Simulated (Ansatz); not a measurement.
# One crystal, many levels of theory: La2O3 (P-3m1)

Wanted: a ladder of band gaps for La2O3 (P-3m1), from density functionals to G0W0.

Main program and level: Ansatz 0.2.0; density functionals, hybrids and G0W0, plane waves, PAW.

Report form: the programs' logs are mostly left out.

In doubt: masses and optical values from hybrid runs of this build are listed as unsure (steps 9, 10), which bears on the screening that GW takes from such a start.

### 1. Set-up

The structure is trigonal, space group P-3m1 (No. 164). Conventional cell: a = 3.931 Å, b = 3.931 Å, c = 6.112 Å, α = 90.00°, β = 90.00°, γ = 120.00°. Nearest to La lie 7 O at 2.36 to 2.72 Å. Nearest to O lie 4 La at 2.36 to 2.44 Å. Nearest to O lie 6 La at 2.72 Å. Farther neighbours and most contacts between anions are not listed.

Coordinates:

```cif
data_structure
_symmetry_space_group_name_H-M 'P 1'
_symmetry_Int_Tables_number 1
_cell_length_a 3.9308
_cell_length_b 3.9308
_cell_length_c 6.1120
_cell_angle_alpha 90.000
_cell_angle_beta 90.000
_cell_angle_gamma 120.000
_cell_volume 81.78
loop_
_atom_site_label
_atom_site_type_symbol
_atom_site_fract_x
_atom_site_fract_y
_atom_site_fract_z
_atom_site_occupancy
La1 La 0.66667 0.33333 0.75376 1
La2 La 0.33333 0.66667 0.24624 1
O3 O 0.66667 0.33333 0.35411 1
O4 O 0.33333 0.66667 0.64589 1
O5 O 0.00000 0.00000 0.00000 1
```

The cell and positions are those that the Materials Project relaxed with its own functionals (PBE, PBE+U or r2SCAN), kept fixed. Spin-orbit coupling is left out unless a step names it. The default PAW set here is soft_2. Its files were made with PBE.

### 2. LDA on the 12×12×4 mesh

This step: DFT, LDA, plane waves, PAW.

Input file input.yaml:

```yaml
crystal:
  lattice:
    - [3.930777878, 0.0, 0.0]
    - [-1.965388939, 3.404153499, 0.0]
    - [0.0, 0.0, 6.11195352]
  atoms:
    - { symbol: La, position: [0.66666667, 0.33333333, 0.75376432] }
    - { symbol: La, position: [0.33333333, 0.66666667, 0.24623568] }
    - { symbol: O, position: [0.66666667, 0.33333333, 0.35410935] }
    - { symbol: O, position: [0.33333333, 0.66666667, 0.64589065] }
    - { symbol: O, position: [0.0, 0.0, 0.0] }
kpoints:
  mp_grid: { grid: [12, 12, 4] }
  band_path:
    path:
      - [0.0, 0.0, 0.0]
      - [0.5, 0.0, 0.0]
      - [0.33333333, 0.33333333, 0.0]
      - [0.0, 0.0, 0.5]
      - [0.5, 0.0, 0.5]
      - [0.33333333, 0.33333333, 0.5]
    npoints: 1
hamiltonian:
  xc: lda
scf:
  occupations: { method: fixed }
  n_extra_bands: 5
output:
  eigenvalues: true
```

The run is started by

```sh
$ ansatz run input.yaml --threads 3 --pin off --max-ram 64512MiB --backend cuda --events-out ev --progress --plain --runs-dir out --devices 1 --max-vram 24GiB  # rebuilt from the run's record
```

Run time: 12 s. Hardware: 1 × NVIDIA H100 80GB HBM3 (shared by 3 runs) with 3 threads of AMD EPYC 7R13 (Zen 3), shared host; peak memory 0.95 GiB; 7 s of CPU time.

This step gave:

```
gap                  : 3.731 eV
valence top at       : k = (0.250, 0.250, -0.500)
conduction bottom at : K
least direct gap     : 3.824 eV
```

Over mesh and listed points the gap is 3.731 eV, from k = (0.250, 0.250, -0.500) to k = (0.333, 0.333, 0.000). The least direct gap found is 3.824 eV, at k = (0.333, 0.333, 0.000).

### 3. PBE on the 12×12×4 mesh

Levels along a band path and on the mesh show where this functional puts the band edges.

This step: DFT, PBE, plane waves, PAW.

Edit input.yaml of step 2 so:

```diff
@@ -15,13 +15,10 @@
     path:
-      - [0.0, 0.0, 0.0]
-      - [0.5, 0.0, 0.0]
-      - [0.33333333, 0.33333333, 0.0]
-      - [0.0, 0.0, 0.5]
-      - [0.5, 0.0, 0.5]
-      - [0.33333333, 0.33333333, 0.5]
-    npoints: 1
+      - [[0.0, 0.0, 0.0], [0.5, 0.0, 0.0], [0.33333333, 0.33333333, 0.0], [0.0, 0.0, 0.0], [0.0, 0.0, 0.5], [0.5, 0.0, 0.5], [0.33333333, 0.33333333, 0.5], [0.0, 0.0, 0.5]]
+      - [[0.5, 0.0, 0.5], [0.5, 0.0, 0.0]]
+      - [[0.33333333, 0.33333333, 0.5], [0.33333333, 0.33333333, 0.0]]
+    npoints: 10
 hamiltonian:
-  xc: lda
+  xc: pbe
 scf:
-  occupations: { method: fixed }
+  occupations: { method: fermi_dirac, width: 0.02 }
   n_extra_bands: 5
@@ -29 +26,5 @@
   eigenvalues: true
+  write_density: true
+  write_potential: true
+  elf: true
+  volumetric_format: npy
```

Wall time 7 s (1 × NVIDIA H100 80GB HBM3 (shared by 3 runs) with 3 threads); peak memory 1 GiB; 15 s of CPU time.

Numbers from this step:

```yaml
filled_bands: 20
gap: 3.841 eV
valence_top_at: L
conduction_bottom_at: M
least_direct_gap: 3.966 eV
```

Over mesh and path the gap is 3.841 eV, from k = (0.500, 0.000, 0.500) to k = (0.500, 0.000, 0.000). The least direct gap found is 3.966 eV, at k = (0.333, 0.333, 0.000). PBE against LDA: 3.841 − 3.731 = +0.110 eV. Mesh, set of files and cutoff are the same, but the valence top and conduction bottom lie at other k points, so this need not be the shift of one pair of states.

### 4. PBE+SOC on the 12×12×4 mesh

This run has two-component orbitals with spin-orbit coupling.

This step: DFT, PBE with spin-orbit coupling, plane waves, PAW.

input.yaml, the sections that differ from step 3:

```yaml
kpoints:
  mp_grid: { grid: [12, 12, 4] }
  band_path:
    path:
      - [0.0, 0.0, 0.0]
      - [0.5, 0.0, 0.0]
      - [0.33333333, 0.33333333, 0.0]
      - [0.0, 0.0, 0.5]
      - [0.5, 0.0, 0.5]
      - [0.33333333, 0.33333333, 0.5]
    npoints: 1
scf:
  occupations: { method: fixed }
  n_extra_bands: 10
magnetization:
  noncollinear: true
  spin_orbit: true
output:
  eigenvalues: true
# crystal, hamiltonian: as in step 3
```

The job ended after 6.1 s (1 × NVIDIA H100 80GB HBM3 (shared by 3 runs) with 3 threads; peak memory 1 GiB; 11 s of CPU time).

Numbers from this step:

* gap: 3.828 eV
* valence top at: L
* conduction bottom at: M
* least direct gap: 3.955 eV

Over mesh and listed points the gap is 3.828 eV, from k = (0.500, 0.000, 0.500) to k = (0.500, 0.000, 0.000). The least direct gap found is 3.955 eV, at k = (0.333, 0.333, 0.000). PBE+SOC against PBE: 3.828 − 3.841 = −0.013 eV, with the same mesh, set of files (read in its fully relativistic form for the spin-orbit run) and cutoff, and both edges at the same k points. The spin-orbit run sees mesh and listed points alone, so its gap is an upper bound: the coupling can move an edge off these points, and the change over the zone, its sign included where it is small, is not known.

### 5. HSE06 on the 6×6×2 mesh

HSE06 mixes in a quarter of exact exchange at short range.

This step: DFT, HSE06, plane waves, PAW.

Edit input.yaml of step 4 so:

```diff
@@ -12,3 +12,3 @@
 kpoints:
-  mp_grid: { grid: [12, 12, 4] }
+  mp_grid: { grid: [6, 6, 2] }
   band_path:
@@ -23,10 +23,11 @@
 hamiltonian:
-  xc: pbe
+  xc: hse06
 scf:
   occupations: { method: fixed }
-  n_extra_bands: 10
-magnetization:
-  noncollinear: true
-  spin_orbit: true
+  n_extra_bands: 5
 output:
   eigenvalues: true
+  write_density: true
+  write_potential: true
+  elf: true
+  volumetric_format: npy
```

It took 19 s on 1 × NVIDIA H100 80GB HBM3 (shared by 3 runs) with 3 threads; peak memory 1.4 GiB.

This step gave:

| Quantity | Value |
| --- | --- |
| gap | 5.287 eV |
| valence top at | L |
| conduction bottom at | K |
| least direct gap | 5.414 eV |
| exact-exchange fraction | 0.25 |

Over mesh and listed points the gap is 5.287 eV, from k = (0.500, 0.000, 0.500) to k = (0.333, 0.333, 0.000). The least direct gap found is 5.414 eV, at k = (0.333, 0.333, 0.000). HSE06 against PBE: 5.287 − 3.841 = +1.446 eV. The runs also differ in mesh (12×12×4 and 6×6×2), and the conduction bottom lies at another k point, so how much of this comes from the functional alone is not known.

### 6. PBE0 on the 6×6×2 mesh

PBE0 mixes in a quarter of exact exchange at all distances.

This step: DFT, PBE0, plane waves, PAW.

Edit input.yaml of step 5 so:

```diff
@@ -23,3 +23,3 @@
 hamiltonian:
-  xc: hse06
+  xc: pbe0
 scf:
@@ -29,5 +29 @@
   eigenvalues: true
-  write_density: true
-  write_potential: true
-  elf: true
-  volumetric_format: npy
```

It took 43 s on 1 × NVIDIA H100 80GB HBM3 (shared by 3 runs) with 3 threads; peak memory 1.4 GiB; 49 s of CPU time.

This step gave:

- gap: 6.029 eV
- valence top at: L
- conduction bottom at: K
- least direct gap: 6.156 eV
- exact-exchange fraction: 0.25

Over mesh and listed points the gap is 6.029 eV, from k = (0.500, 0.000, 0.500) to k = (0.333, 0.333, 0.000). The least direct gap found is 6.156 eV, at k = (0.333, 0.333, 0.000). PBE0 against HSE06: 6.029 − 5.287 = +0.742 eV, with the same mesh, files and cutoff, and both edges at the same k points.

### 7. DDH-PBE0 on the 6×6×2 mesh

The input asks for a share of exact exchange of one over the crystal's ε∞, which the program works out first.

This step: DFT, dielectric-dependent PBE0 (fraction 1/eps_inf of PBE), plane waves, PAW.

Edit input.yaml of step 6 so:

```diff
@@ -11,2 +11,3 @@
     - { symbol: O, position: [0.0, 0.0, 0.0] }
+  host: atoms
 kpoints:
@@ -23,3 +24,6 @@
 hamiltonian:
-  xc: pbe0
+  xc:
+    exchange: pbe
+    correlation: pbe
+    exx: { coeff: inverse_dielectric }
 scf:
```

Run time: 37 s. Hardware: 1 × NVIDIA H100 80GB HBM3 (shared by 3 runs) with 3 threads; peak memory 1.6 GiB.

Numbers from this step:

- gap: 5.666 eV
- valence top at: L
- conduction bottom at: K
- least direct gap: 5.791 eV
- exact-exchange fraction: 0.2086

Over mesh and listed points the gap is 5.666 eV, from k = (0.500, 0.000, 0.500) to k = (0.333, 0.333, 0.000). The least direct gap found is 5.791 eV, at k = (0.333, 0.333, 0.000). DDH-PBE0 against PBE0: 5.666 − 6.029 = −0.363 eV, with the same mesh, files and cutoff, and both edges at the same k points.

### 8. G0W0@PBE, 6×6×4 mesh, 525 empty bands, screening to 200 eV

G0W0 replaces the xc potential by a self-energy built once from the orbitals of the start. Levels are corrected in the window of bands that the input names, at points of the mesh.

This step: G0W0 on PBE, plane waves, PAW.

Input file input.yaml:

```yaml
crystal:
  lattice:
    - [3.930777878, 0.0, 0.0]
    - [-1.965388939, 3.404153499, 0.0]
    - [0.0, 0.0, 6.11195352]
  atoms:
    - { symbol: La, position: [0.66666667, 0.33333333, 0.75376432] }
    - { symbol: La, position: [0.33333333, 0.66666667, 0.24623568] }
    - { symbol: O, position: [0.66666667, 0.33333333, 0.35410935] }
    - { symbol: O, position: [0.33333333, 0.66666667, 0.64589065] }
    - { symbol: O, position: [0.0, 0.0, 0.0] }
kpoints:
  mp_grid: { grid: [6, 6, 4] }
hamiltonian:
  xc: pbe
scf:
  occupations: { method: fixed }
gw:
  n_empty_bands: 525
  ecut_chi: 200.0
  qp_bands: [v2, c2]
  qp_kpoints: band_edges
  screening: { model: contour_deformation }
```

The job ended after 44 s (1 × NVIDIA H100 80GB HBM3 (shared by 3 runs) with 3 threads; peak memory 2.4 GiB).

This step gave:

| Property | Result |
| --- | --- |
| bands summed | 545 |
| RPA ε∞ on this mesh (eigenvalues) | 4.503, 4.599, 4.599 |
| plane waves in the screening matrix | 537 |
| G0W0 gap over the corrected points | 5.479 eV |
| k of the valence top | 0, -0.5, -0.5 |
| k of the conduction bottom | 0.3333, 0.3333, 0 |
| starting gap on the mesh | 3.841 eV |
| Z at the valence top | 0.7388 |
| Z at the conduction bottom | 0.8057 |
| least direct G0W0 gap over the corrected points | 5.605 eV |

Over all 24 irreducible mesh points the G0W0 gap is 5.479 eV, from k = (0.000, -0.500, -0.500) to k = (0.333, 0.333, 0.000). The PBE gap of this run on the mesh is 3.841 eV. Other states bound it: the two that bound the G0W0 gap lie 3.855 eV apart in PBE, so state for state the correction is 5.479 − 3.855 = +1.624 eV, while gap against gap it is 5.479 − 3.841 = +1.638 eV. The program marks 30 of the 96 corrected levels as in doubt (energies apart), neither edge state among them.

### 9. G0W0@HSE06, 6×6×4 mesh, 244 empty bands, screening to 120 eV

This step: G0W0 on HSE06, plane waves, PAW.

Edit input.yaml of step 8 so:

```diff
@@ -14,3 +14,3 @@
 hamiltonian:
-  xc: pbe
+  xc: hse06
 scf:
@@ -18,4 +18,4 @@
 gw:
-  n_empty_bands: 525
-  ecut_chi: 200.0
+  n_empty_bands: 244
+  ecut_chi: 120
   qp_bands: [v2, c2]
```

Elapsed: 68 s, on 1 × NVIDIA H100 80GB HBM3 (shared by 3 runs) with 3 threads; peak memory 2.1 GiB; 98 s of CPU time.

Numbers from this step:

| Quantity | Value |
| --- | --- |
| bands summed | 264 |
| RPA ε∞ on this mesh (eigenvalues) | 3.624, 3.706, 3.706 |
| plane waves in the screening matrix | 251 |
| G0W0 gap over the corrected points | 5.640 eV |
| k of the valence top | 0, -0.5, -0.5 |
| k of the conduction bottom | 0.3333, 0.3333, 0 |
| starting gap on the mesh | 5.285 eV |
| Z at the valence top | 0.7810 |
| Z at the conduction bottom | 0.8453 |
| least direct G0W0 gap over the corrected points | 5.766 eV |

Over all 24 irreducible mesh points the G0W0 gap is 5.640 eV, from k = (0.000, -0.500, -0.500) to k = (0.333, 0.333, 0.000). The HSE06 gap of this run on the mesh is 5.285 eV. The two states that bound the G0W0 gap lie that far apart at the start, so the correction of the gap is 5.640 − 5.285 = +0.355 eV. G0W0@HSE06 against G0W0@PBE with 264 bands (a further run, in the table below): 5.640 − 5.373 = +0.267 eV, with the same mesh, files and cutoffs, and both edges at the same k points.

### 10. G0W0@PBE0, 6×6×4 mesh, 244 empty bands, screening to 120 eV

This step: G0W0 on PBE0, plane waves, PAW.

Edit input.yaml of step 9 so:

```diff
@@ -14,3 +14,3 @@
 hamiltonian:
-  xc: hse06
+  xc: pbe0
 scf:
```

The job ended after 62 s (1 × NVIDIA H100 80GB HBM3 (shared by 3 runs) with 3 threads; peak memory 2.1 GiB; 86 s of CPU time).

Numbers from this step:

- bands summed: 264
- RPA ε∞ on this mesh (eigenvalues): 3.443, 3.521, 3.521
- plane waves in the screening matrix: 251
- G0W0 gap over the corrected points: 5.855 eV
- k of the valence top: 0, -0.5, -0.5
- k of the conduction bottom: 0.3333, 0.3333, 0
- starting gap on the mesh: 6.028 eV
- Z at the valence top: 0.7924
- Z at the conduction bottom: 0.8538
- least direct G0W0 gap over the corrected points: 5.977 eV

Over all 24 irreducible mesh points the G0W0 gap is 5.855 eV, from k = (0.000, -0.500, -0.500) to k = (0.333, 0.333, 0.000). The PBE0 gap of this run on the mesh is 6.028 eV. The two states that bound the G0W0 gap lie that far apart at the start, so the correction of the gap is 5.855 − 6.028 = −0.173 eV. G0W0@PBE0 against G0W0@HSE06 with 264 bands: 5.855 − 5.640 = +0.215 eV, with the same mesh, files and cutoffs, and both edges at the same k points.

(Part 1 of 2 ends here.)

[Paths, hosts, dates, memory and timing lines, banners, echoed tables and standing remarks are left out of the program output.]

[Logs are printed without paths, hosts, clocks, repeated set-up lines and the standing remarks that a program may print on its own settings, such as how far it seeks lower states.]

[Runs of the session that timed out or met a known fault of the program may be left out.]

[Cells called generated may have been cut or substituted from an entry of the Crystallography Open Database or the Materials Project.]

[Hosts, paths, dates, database ids (printed as entryN), source tags and the programs' standing remarks are cut or masked in the printed files.]

[Where an RPA ε∞ is given, it is that of the G0W0 mesh and is not shown converged in it. Names of k-points follow the symmetry that the program found, which can be lower than the space group named. Band edges on a path are those of the sampled points; other points can move an edge, and change direct to indirect where valleys lie close.]

[Hybrid gaps are those of their k-mesh and are not shown converged in it.]
